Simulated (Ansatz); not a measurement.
# SnO2 (Cassiterite): a many-body input that goes wrong, and its mend

Aim: the G0W0 gap of SnO2 (Cassiterite). The first input has a fault.

Main program and level: Ansatz 0.2.0; G0W0 on PBE, plane waves, PAW.

**1. Starting point**

Symmetry: P4_2/mnm, No. 136, tetragonal system. Conventional cell: a = 4.738 Å, b = 4.738 Å, c = 3.187 Å, α = 90.00°, β = 90.00°, γ = 90.00°. Nearest to Sn lie 6 O at 2.05 to 2.06 Å. Nearest to O lie 3 Sn at 2.05 to 2.06 Å. Farther neighbours and most contacts between anions are not listed.

The cell and positions come from the Crystallography Open Database and are kept as given unless a step says otherwise. The default PAW set here is soft_2. Its files were made with PBE.

**2. First try**

input.yaml

```yaml
crystal:
  lattice:
    - [4.738, 0.0, 0.0]
    - [0.0, 4.738, 0.0]
    - [0.0, 0.0, 3.1865]
  atoms:
    - { symbol: Sn, position: [0.0, 0.0, 0.0] }
    - { symbol: Sn, position: [0.5, 0.5, 0.5] }
    - { symbol: O, position: [0.3071, 0.3071, 0.0] }
    - { symbol: O, position: [0.1929, 0.8071, 0.5] }
    - { symbol: O, position: [0.6929, 0.6929, 0.0] }
    - { symbol: O, position: [0.8071, 0.1929, 0.5] }
kpoints:
  mp_grid: { grid: [4, 4, 4] }
hamiltonian:
  xc: pbe
scf:
  occupations: { method: fixed }
gw:
  n_empty_bands: 116
  ecut_chi: 10
  qp_bands: [v2, c2]
  qp_kpoints: band_edges
  screening: { model: contour_deformation }
```

Launch:

```
ansatz run input.yaml --threads 3 --pin off --max-ram 92160MiB --backend cuda --events-out ev --progress --plain --runs-dir out --devices 1 --max-vram 13GiB
```

Numbers of over 12 decimals in the logs are rounded to 6 here.

Output:

```text
GPUs: using 1 of 1 available (devices: 1).
Engine: ansatz 0.2.0, x86_64-unknown-linux-gnu
Pseudopotentials: kind: paw
Pseudopotential: Sn, paw, valence charge 14, recommended cutoff 420 eV (normal), Sn.paw.azcp
Pseudopotential: O, paw, valence charge 6, recommended cutoff 420 eV (normal), O.paw.azcp
Functional definition: PBE
  parameter kappa = 0.804
  parameter beta = 0.066725
  exchange = pbe_x(kappa = kappa, mu = beta*pi^2/3)
  correlation = pbe_c(beta = beta)
device memory: the entry about to start is reckoned to put 0.8 GiB on a device that reports 52.0 GiB free (of which the cap on the GPU budget leaves the run 13.0 GiB)
GPU FFT provider: cuFFT
GPU libraries: cuBLAS 13.8.2, cuFFT 12.4.0, cuSOLVER 12.3.4
Crystal: 6 atoms, lattice volume = 71.533 Å³
Basis set: ecut = 420 eV, 1411 PW (Γ)
Bands: 32, of which v1, the nominal top of the filled ones, is band 26 counted from 1 (25 counted from 0)
Symmetry: 16 space group operations
Space group: P42/mnm (ITA 136), of the structure as read, at distance tolerance 4.2e-5 Å
k-points: 18 of 64
Non-local potential: Sn, projectors of the file, l = 0: 2, l = 1: 2, l = 2: 2, l = 3: 2
Non-local potential: O, projectors of the file, l = 0: 2, l = 1: 2, l = 2: 1
PAW form: soft (Blöchl's): semilocal exchange-correlation on the pseudo side does not see the compensation charge
PAW one-centre angular grid: Sn, 590 points (default); XC on 64 Gauss nodes
PAW one-centre angular grid: O, 110 points (default); XC on 64 Gauss nodes
Initial density: superposition of atomic densities (neutral atoms: chi_scale 0, normalization atom), corrected by the library's trained network
Initial wavefunctions: pseudopotential atomic-orbital guess
GPU buffer pool allocated for 24576 grid points (all kernels)
GPU transforms: local potential and band sums: pruned to the plane-wave sphere, on 32×32×24
Functional: x = pbe(κ = 0.804, μ = 0.219515), c = pbe(β = 0.066725)
SCF iter   1: F=—  HF=-14317.827550 eV  |F-HF|=—  |Δ(HF+E_count)|=         —  Δρ=1.06e-3  dr2=2.11e-4  ethr=1.77e-3  ⟨swp⟩=4.0  Hψ=2235  notcnv=0  defer=72
preconditioner: auto → Resta (q_TF=auto, 2.587 Å⁻¹)  ε∞=3.6  [insulator: Δε(μ)=1.283 eV  Ē_g=19.763 eV  n_scr=18 (ndim 8)  ℏωp=31.7 eV  f_vac=0.027  ε∞_Penn≈3.6]
SCF iter   2: F=—  HF=-14317.829246 eV  |F-HF|=—  |Δ(HF+E_count)|=   1.70e-3  Δρ=5.99e-4  dr2=7.74e-5  ethr=4.05e-7  ⟨swp⟩=2.9  Hψ=1298  notcnv=0  defer=72
SCF iter   3: F=—  HF=-14317.829543 eV  |F-HF|=—  |Δ(HF+E_count)|=   2.97e-4  Δρ=2.29e-4  dr2=2.59e-5  ethr=1.49e-7  ⟨swp⟩=2.7  Hψ=956  notcnv=0  defer=72
SCF iter   4: F=—  HF=-14317.829556 eV  |F-HF|=—  |Δ(HF+E_count)|=   1.26e-5  Δρ=5.60e-5  dr2=1.91e-6  ethr=4.98e-8  ⟨swp⟩=2.0  Hψ=746  notcnv=0  defer=72
iter 5 did not close the SCF: its close was put off for the readings that it lacked (scf_convergence_deferred on its scf_iter line)
SCF iter   5: F=-14317.829556 eV  HF=-14317.829556 eV  |F-HF|=1.51e-7  |Δ(HF+E_count)|=   5.29e-7  Δρ=1.40e-5  dr2=8.43e-8  ethr=3.68e-9  ⟨swp⟩=2.1  Hψ=941  notcnv=0  defer=72
SCF iter   6: F=-14317.829556 eV  HF=-14317.829556 eV  |F-HF|=5.45e-9  |Δ(HF+E_count)|=   1.71e-7  Δρ=3.03e-6  dr2=3.53e-9  ethr=1.62e-10  ⟨swp⟩=6.4  Hψ=2419  notcnv=0
SCF 1 converged in 6 iterations: F = -14317.829556 eV  dr2 = 3.53e-9
[...]
device memory: the entry about to start is reckoned to put 0.9 GiB (of the 1.0 GiB reckoned in all, the device holds 0.1 GiB already) on a device that reports 51.6 GiB free (of which the cap on the GPU budget leaves the run 12.9 GiB)
NSCF: frozen V_eff on 18 k-points, pencils in batches of 32, up to order 128
[...]
device memory: the entry about to start is reckoned to put 2.7 GiB on a device that reports 51.6 GiB free (of which the cap on the GPU budget leaves the run 13.0 GiB)
NSCF: frozen V_eff on 18 k-points
G₀W₀ screening: q 1/18
[... further progress lines ...]
SCF converged after 6 iterations
Free energy (F): -14317.829556 eV
Harris-Foulkes:  -14317.829556 eV  (|F-HF|=5.45e-9)
Internal energy: -14317.829556 eV  (E = F + TS)
E sigma→0 (E₀):  -14317.829556 eV
Fermi energy:    9.528859 eV
--- Per-component energies (eV) ---
  E_band       = -114.418522
  E_kinetic    = 1085.345741
  E_local      = -2861.020373  (includes V_loc(G=0)·N_el)
  E_nonlocal   = 134.911707
  E_hartree    = 1491.211764
  E_xc         = -1054.950581
  E_vxc        = -564.062066  (∫ρ·V_xc dr)
  E_paw        = -8930.486051  (= ΣΔE_a)
  E_vpaw       = -892.026357  (= ΣTr[D̂ρ^β])
  E_aug_tail   = 0.010018  (compensation charges beyond the density's cutoff)
  E_ewald      = -4182.851779
  E_smearing   = -0.000000  (= −TS)
  E_closure    = 0.000000  (closes the sum)
  Σ components = -14317.829556   (vs F -14317.829556, Δ=0.00e0)
--- Band table (eV; the first three rows and the last of 18) ---
  k-point 0: bands = [... 22 lower, 8.3075, 8.7549, 8.7549, 9.5289, 10.8096, 15.6959, 15.8975, 15.8975, ... 2 higher]
  k-point 1: bands = [... 22 lower, 7.0118, 8.6906, 8.6906, 9.0286, 13.3864, 16.4846, 17.9807, 17.9807, ... 2 higher]
  k-point 2: bands = [... 22 lower, 7.8755, 7.8755, 8.2711, 8.2711, 15.7701, 15.7701, 19.3182, 19.3182, ... 2 higher]
  k-point 17: bands = [... 22 lower, 8.5599, 8.5599, 8.6943, 8.6943, 14.4679, 14.4679, 18.4248, 18.4248, ... 2 higher]
--- G₀W₀: contour deformation, 6 samples at zero and on the imaginary axis and 2 off it, 64 q-points, 116 empty bands' worth ---
  eigenvalues of the whole cell's RPA ε∞ on this k-mesh (on a slab, of 1 + 4πα/V) = 4.6577, 4.6577, 4.9642; static W/v taken at q = 0 is 0.208069
  gw.qp_kpoints: band_edges: 18 of 18 stored k-points solved, in 3 passes; an edge of the gap read off the rows below is read off those points alone
    ik  band        ε_KS         Σx   Σc(E_QP)       V_xc       Z   E_QP_lin       E_QP  E_QP is
     0    25      8.7549   -26.4238     3.9559   -20.7674  0.8342     7.0122     7.0544  root
     0    26      9.5289   -27.1775     4.1338   -21.1422  0.8357     7.5761     7.6273  root
     0    27     10.8096   -14.4338    -2.7293   -18.5808  0.8612    12.2442    12.2272  root
     0    28     15.6959   -12.1122    -3.9021   -17.8356  0.8399    17.5696    17.5172  root
     1    25      8.6906   -26.6259     4.0579   -20.8160  0.8330     6.8917     6.9385  root
     1    26      9.0286   -26.5158     4.2514   -20.3300  0.8309     7.0342     7.0942  root
     1    27     13.3864   -15.7286    -3.0608   -20.3968  0.8508    15.0214    14.9938  root
     1    28     16.4846   -13.9045    -4.1550   -20.1883  0.8296    18.6969    18.6134  root
     2    25      8.2711   -26.2875     4.3939   -19.9253  0.8253     6.2335     6.3029  root
     2    26      8.2711   -26.2875     4.3939   -19.9253  0.8253     6.2335     6.3029  root
     2    27     15.7701   -14.7508    -3.8858   -20.7659  0.8369    17.9691    17.8994  root
     2    28     15.7701   -14.7508    -3.8858   -20.7659  0.8369    17.9691    17.8994  root
     3    25      8.7930   -26.5209     3.9853   -20.8236  0.8341     7.0378     7.0811  root
     3    26      9.2422   -26.7033     4.1378   -20.6881  0.8336     7.3115     7.3649  root
[...]
16    28     14.7119   -14.4049    -3.5493   -19.8926  0.8459    16.6997    16.6503  root
    17    25      8.6943   -26.6246     4.3432   -20.3046  0.8289     6.6532     6.7174  root
    17    26      8.6943   -26.6246     4.3432   -20.3046  0.8289     6.6532     6.7174  root
    17    27     14.4679   -13.3307    -3.4444   -18.6872  0.8522    16.4214    16.3800  root
    17    28     14.4679   -13.3307    -3.4444   -18.6872  0.8522    16.4214    16.3800  root
```

It took 16 s on 1 × NVIDIA H100 80GB HBM3 (shared by 6 runs) with 3 threads of AMD EPYC 7R13 (Zen 3), shared host; peak memory 1.1 GiB.

**Diagnosis.**

The run ended normally, though the input holds a fault or crude settings.

The fault: screening cutoff of 10 eV. Nearly all local fields and short-range correlation are left out.

It printed a gap of 4.60 eV, which is an artefact of the settings.

**3. A better input**

Now the one-shot GW correction: screening in the RPA, then the self-energy of the levels asked for.

input.yaml: that of step 2 with these lines changed.

```diff
@@ -13,3 +13,3 @@
 kpoints:
-  mp_grid: { grid: [4, 4, 4] }
+  mp_grid: { grid: [4, 4, 6] }
 hamiltonian:
@@ -19,4 +19,4 @@
 gw:
-  n_empty_bands: 116
-  ecut_chi: 10
+  n_empty_bands: 263
+  ecut_chi: 138
   qp_bands: [v2, c2]
```

Output:

```text
GPUs: using 1 of 1 available (devices: 1).
[...]
GPU FFT provider: cuFFT
GPU libraries: cuBLAS 13.8.2, cuFFT 12.4.0, cuSOLVER 12.3.4
Crystal: 6 atoms, lattice volume = 71.533 Å³
Basis set: ecut = 420 eV, 1411 PW (Γ)
Bands: 32, of which v1, the nominal top of the filled ones, is band 26 counted from 1 (25 counted from 0)
[... 1 set-up line as in the run before ...]
[...]
k-points: 24 of 96
[...]
GPU buffer pool allocated for 24576 grid points (all kernels)
[...]
SCF iter   1: F=—  HF=-14317.836139 eV  |F-HF|=—  |Δ(HF+E_count)|=         —  Δρ=1.08e-3  dr2=2.70e-4  ethr=1.77e-3  ⟨swp⟩=4.0  Hψ=2975  notcnv=0  defer=96
[...]
SCF iter   6: F=-14317.838248 eV  HF=-14317.838248 eV  |F-HF|=6.88e-10  |Δ(HF+E_count)|=   8.33e-8  Δρ=2.72e-6  dr2=2.99e-9  ethr=9.30e-11  ⟨swp⟩=7.4  Hψ=3794  notcnv=0
SCF 1 converged in 6 iterations: F = -14317.838248 eV  dr2 = 2.99e-9
[...]
1    25      8.7740   -26.6274     4.8898   -20.9397  0.7519     7.9642     7.9761  root
     1    26      9.2974   -26.8705     5.2424   -20.7605  0.7505     8.4154     8.4299  root
     1    27     12.3010   -15.6572    -3.3095   -19.8160  0.8085    13.1581    13.1503  root
     1    28     16.1970   -13.1362    -4.8665   -19.1653  0.7911    17.3887    17.3596  root
[...]
3    27     15.7685   -14.7462    -4.7307   -20.7654  0.7872    17.0940    17.0570  root ?
     3    28     15.7685   -14.7462    -4.7307   -20.7654  0.7872    17.0940    17.0570  root ?
[...]
11    27     16.0462   -14.8703    -4.7854   -20.9536  0.7834    17.3814    17.3442  root ?
    11    28     16.0462   -14.8703    -4.7854   -20.9536  0.7834    17.3814    17.3442  root ?
[...]
23    25      8.6927   -26.6276     5.3894   -20.3055  0.7455     7.7415     7.7599  root
    23    26      8.6927   -26.6276     5.3894   -20.3055  0.7455     7.7415     7.7599  root
    23    27     14.4669   -13.3304    -4.3284   -18.6870  0.8115    15.5100    15.4950  root
    23    28     14.4669   -13.3304    -4.3284   -18.6870  0.8115    15.5100    15.4950  root
[key lines of the parts left out:]
SCF converged after 6 iterations
Free energy (F): -14317.838248 eV
Fermi energy:    9.527099 eV
```

Elapsed: 40 s, on 1 × NVIDIA H100 80GB HBM3 (shared by 6 runs) with 3 threads; peak memory 1.5 GiB; 45 s of CPU time.

Numbers from this step:

```yaml
bands_summed: 289
rpa_eps_infinity_on_this_mesh_eigenvalues: 4.337, 4.337, 4.568
plane_waves_in_the_screening_matrix: 267
q_points_in_the_mesh: 96
g0w0_gap_on_the_mesh: 2.788 eV
k_of_the_valence_top: 0, 0, 0
k_of_the_conduction_bottom: 0, 0, 0
starting_gap_on_the_mesh: 1.282 eV
z_at_the_valence_top: 0.7519
z_at_the_conduction_bottom: 0.8241
least_direct_g0w0_gap_on_the_computed_points: 2.788 eV
```

The gap on the mesh goes from 1.28 eV to 2.79 eV, a correction of +1.51 eV. Between the two edge states, bare exchange in place of the xc potential would open the gap by 10.15 eV, and correlation takes back 8.64 eV.

**4. Summary of results**

```json
{
 "first try": "converged after 16 s",
 "better run": "G0W0 gap on the mesh 2.79 eV (4×4×6 mesh, 263 empty bands, screening to 138 eV)"
}
```

In words: The second run differs in: mesh, empty bands and screening cutoff (eV). Bands and cutoff are finite, so the gap is not at the basis limit. The miss can reach some tenths of an eV and take either sign; the mesh is an error of its own. The many-body steps are scalar-relativistic: spin-orbit coupling is not in them.

[Paths, hosts, dates, memory and timing lines, banners, echoed tables and standing remarks are left out of the program output.]

[Logs are printed without paths, hosts, clocks, repeated set-up lines and the standing remarks that a program may print on its own settings, such as how far it seeks lower states.]

[Runs of the session that timed out or met a known fault of the program may be left out.]

[Cells called generated may have been cut or substituted from an entry of the Crystallography Open Database or the Materials Project.]

[Hosts, paths, dates, database ids (printed as entryN), source tags and the programs' standing remarks are cut or masked in the printed files.]
